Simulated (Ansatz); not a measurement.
# CdInCl3 (model cell, started as cubic perovskite with Cd in the octahedra): a soft mode frozen in, part 2 of 2

Wanted: the energy along a soft mode of CdInCl3 (model cell, started as cubic perovskite with Cd in the octahedra) and the structure at the end.

Ansatz 0.2.0; DFT PBEsol, scalar-relativistic, plane waves, PAW; PAW set soft_1.

So far. Step 5 (Energy along the mode, all amplitudes (two of the runs …): The lowest of the steps tried is the last one, at 0.6 Å, 22.7 meV/atom below the parent; the bottom of the well need not coincide with a step. Step 7 (The new phase in its own primitive cell): The largest force component left is 0.45 meV/Å and the pressure is -0.001 GPa, within the tolerances set. The cell now holds 26.15 Å³/atom. The relaxed cell has a = 7.049, c = 10.526 Å (conventional setting).

The structure was built from a prototype and need not be the compound's stable phase.

## Step 8: Modes of the new phase

A relaxed structure may still be a saddle point, so its zone-centre modes are computed. The response to a homogeneous field gives the Born charges and the dielectric tensor.

File input.yaml:

```yaml
crystal:
  lattice:
    - [-3.5245954568, 3.5245954568, 5.2630793726]
    - [3.5245954568, -3.5245954568, 5.2630793726]
    - [3.5245954568, 3.5245954568, -5.2630793726]
  atoms:
    - { symbol: In, position: [0.75, 0.25, 0.5] }
    - { symbol: In, position: [0.25, 0.75, 0.5] }
    - { symbol: Cd, position: [0.0, 0.0, 0.0] }
    - { symbol: Cd, position: [0.5, 0.5, 0.0] }
    - { symbol: Cl, position: [0.1824851708, 0.6824851708, 0.8649703416] }
    - { symbol: Cl, position: [0.8175148292, 0.3175148292, 0.1350296584] }
    - { symbol: Cl, position: [0.25, 0.25, 0.0] }
    - { symbol: Cl, position: [0.75, 0.75, 0.0] }
    - { symbol: Cl, position: [0.6824851708, 0.8175148292, 0.5] }
    - { symbol: Cl, position: [0.3175148292, 0.1824851708, 0.5] }
kpoints:
  mp_grid: { grid: [6, 6, 6] }
hamiltonian:
  xc: pbesol
  pseudopotentials: { kind: paw, azcp: { folder: soft_1 }, xc_functional: pbe }
scf:
  occupations: { method: fixed }
output:
  eigenvalues: true
phonons:
  method: dfpt
  dielectric: true
  rigid_motions: translations
```

The run is started by

```sh
$ ansatz run input.yaml --threads 4 --pin off --max-ram 16384MiB --backend cpu --events-out ev --progress --plain --runs-dir out
```

The job ended after 14 min (4 threads of Arm Neoverse V2, shared host; peak memory 6.6 GiB).

Numbers from this step:

```
sum-rule residual before enforcement                    : 7.61e-5 eV/Å²
miss of the charge sum rule                             : 1.92e-5 e
point group                                             : 4/mmm
highest optical mode at the zone centre (no LO-TO term) : 282.9 cm⁻¹
lowest optical zone-centre mode                         : -39.4 cm⁻¹
mean high-frequency dielectric constant                 : 4.514
largest Born charge (third of the trace)                : 2.693 e
top of the zone-centre spectrum with the field          : 282.9 cm⁻¹
```

Without the LO-TO term. Patterns of degenerate modes are one choice out of their space. Modes at Γ, with each element's share of the kinetic energy (negative means imaginary):

```
mode  frequency (cm⁻¹)  symmetry  In %  Cd %  Cl %
   1             -39.4        Eg    40     0    60
   2             -39.4        Eg    40     0    60
   3              -4.8        Eu    53     5    42
   4              -4.8        Eu    53     5    42
   5               0.0  acoustic    34    34    32
   6               0.0  acoustic    34    34    32
   7               0.0  acoustic    34    34    32
   8              37.9       A2u    64    10    27
   9              46.7        Eg    60     0    40
  10              46.7        Eg    60     0    40
  11              49.1       B2g   100     0     0
  12              56.7       A2u     2    48    51
  13              58.6        Eu    10    44    47
  14              58.6        Eu    10    44    47
  15              81.1        Eu     3    25    72
  16              81.1        Eu     3    25    72
  17              99.0        Eg     0     0   100
  18              99.0        Eg     0     0   100
  19             103.0       B1u     0     0   100
  20             111.3       A1g     0     0   100
  21             119.7       A1u     0   100     0
  22             135.6       B2g     0     0   100
  23             139.8       A2g     0     0   100
  24             143.7        Eu     0    79    21
  25             143.7        Eu     0    79    21
  26             148.0       B1g     0     0   100
  27             221.5       A2u     0     9    91
  28             244.4        Eu     0    13    87
  29             244.4        Eu     0    13    87
  30             282.9       A2g     0     0   100
```

Displacements in mode 1 (-39.4 cm⁻¹), the largest set to 1:
```
In1  0.00  0.51  0.00
In2  0.00 -0.51  0.00
Cd3  0.00  0.00  0.00
Cd4  0.00  0.00  0.00
Cl5  0.00  0.00  0.38
Cl6  0.00  0.00 -0.38
Cl7  0.01 -1.00  0.00
Cl8 -0.01  1.00  0.00
Cl9  0.00  0.00 -0.37
Cl10 0.00  0.00  0.37
```

Displacements in mode 22 (135.6 cm⁻¹), the largest set to 1:
```
In1  0.00  0.00 -0.02
In2  0.00  0.00  0.02
Cd3  0.00  0.00  0.00
Cd4  0.00  0.00  0.00
Cl5 -1.00 -1.00  0.00
Cl6  1.00  1.00  0.00
Cl7  0.00  0.00  0.00
Cl8  0.00  0.00  0.00
Cl9 -1.00  1.00  0.00
Cl10 1.00 -1.00  0.00
```

Optical modes at the zone centre, without and with the macroscopic field of the longitudinal modes; each column is sorted by frequency, so a row need not hold one and the same mode. Modes with and without the field, by row:

```
rank among optical modes  no field (cm⁻¹)  q along (1, 0, 0) (cm⁻¹)  q along (0, 0, 1) (cm⁻¹)
                       1            -39.4                     -39.4                     -39.4
                       2            -39.4                     -39.4                     -39.4
                       3             -4.8                      -4.8                      -4.8
                       4             -4.8                      37.9                      -4.8
                       5             37.9                      41.1                      46.7
                       6             46.7                      46.7                      46.7
                       7             46.7                      46.7                      46.9
                       8             49.1                      49.1                      49.1
                       9             56.7                      56.7                      58.6
                      10             58.6                      58.6                      58.6
                      11             58.6                        73                      81.1
                      12             81.1                      81.1                      81.1
                      13             81.1                        99                        99
                      14               99                        99                        99
                      15               99                       103                       103
                      16              103                     109.3                     111.3
                      17            111.3                     111.3                     119.7
                      18            119.7                     119.7                     135.6
                      19            135.6                     135.6                     139.8
                      20            139.8                     139.8                       143
                      21            143.7                     143.7                     143.7
                      22            143.7                       148                     143.7
                      23              148                     156.7                       148
                      24            221.5                     221.5                     244.4
                      25            244.4                     244.4                     244.4
                      26            244.4                     266.5                     249.4
                      27            282.9                     282.9                     282.9
```

Born charge (rows field, columns displacement) (e), principal values of the symmetric part by kind of site:

```
atom  atoms with these values    low  middle   high   mean
 In1                        2   1.76    1.76   2.51   2.01
 Cd3                        2   2.68    2.68   2.71   2.69
 Cl5                        4  -1.91   -1.53  -1.18  -1.54
 Cl7                        2  -2.17   -1.35  -1.35  -1.62
```

In full for Cl5:

```
-1.55  0.36  0.00
 0.36 -1.55  0.00
 0.00  0.00 -1.53
```

High-frequency dielectric tensor:

```
4.44 0.00 0.00
0.00 4.44 0.00
0.00 0.00 4.65
```

Transverse modes; imaginary modes are left out. Infrared lines, with heights relative to the strongest:

```
position (cm⁻¹)  label  relative intensity
             38    A2u                  64
             47     Eg                 0.0
             49    B2g                 0.0
             57    A2u                  77
             59     Eu                  44
             81     Eu                  28
             99     Eg                 0.0
            103    B1u                 0.0
            111    A1g                 0.0
            120    A1u                 0.0
            136    B2g                 0.0
            140    A2g                 0.0
            144     Eu                  29
            148    B1g                 0.0
            222    A2u                  49
            244     Eu                 100
            283    A2g                 0.0
```

Before it was imposed, the acoustic sum rule was missed by 7.6e-5 eV/Å² and the charge sum rule by 1.9e-5 e. Small misses are needed for a sound result but don't prove that mesh and cutoff are converged. The lowest optical mode is imaginary, 39.4i cm⁻¹, so the energy falls along it.

## Step 9: Results

```
unstable mode of the parent                                                      : q = (-0.5, -0.5, -0.5), 71i cm⁻¹
depth at the lowest point sampled                                                : 22.7 meV/atom
largest atomic shift at that point                                               : 0.6 Å
space group reached (within 0.01 Å)                                              : I4/mcm
energy gained over the parent (first relaxation, on the mesh of the frozen mode) : 29.2 meV/atom
volume per atom, phase reached                                                   : 26.2 Å³
gap on the k-mesh, phase reached                                                 : 1.63 eV
lowest optical zone-centre mode, phase reached                                   : -39.4 cm⁻¹
highest optical mode at the zone centre (no LO-TO term), phase reached           : 283 cm⁻¹
```

What this shows: Along this mode the structure falls into I4/mcm, 29.2 meV/atom below the parent. At the parent's cell the well is 22.72 meV/atom deep on the steps tried, with its lowest point at a shift of 0.6 Å. That is the last step tried, so the steps alone don't bracket the bottom of the well. Relaxing atoms and cell changes the gain by +6.48 meV/atom against the lowest step (energies at zero smearing). The new phase still has an imaginary mode at the zone centre of its cell, so it is a saddle point on the way to a lower structure. Of the 4 patterns followed to their end from this parent, this one ends 2.81 meV/atom above the lowest, Imma. Another end point lies within 1 meV/atom; how such a difference moves with mesh and cutoff was not tested. Each path keeps the symmetry of its pattern, so a lower phase may lie along a pattern not tried. The PAW files were made for PBE and serve the other functionals too. The starting cell was built on a prototype and not taken from a measurement, so the phase need not exist.

[Logs are printed without paths, hosts, clocks, repeated set-up lines and the standing remarks that a program may print on its own settings, such as how far it seeks lower states.]

[Hosts, paths, dates, database ids (printed as entryN), source tags and the programs' standing remarks are cut or masked in the printed files.]
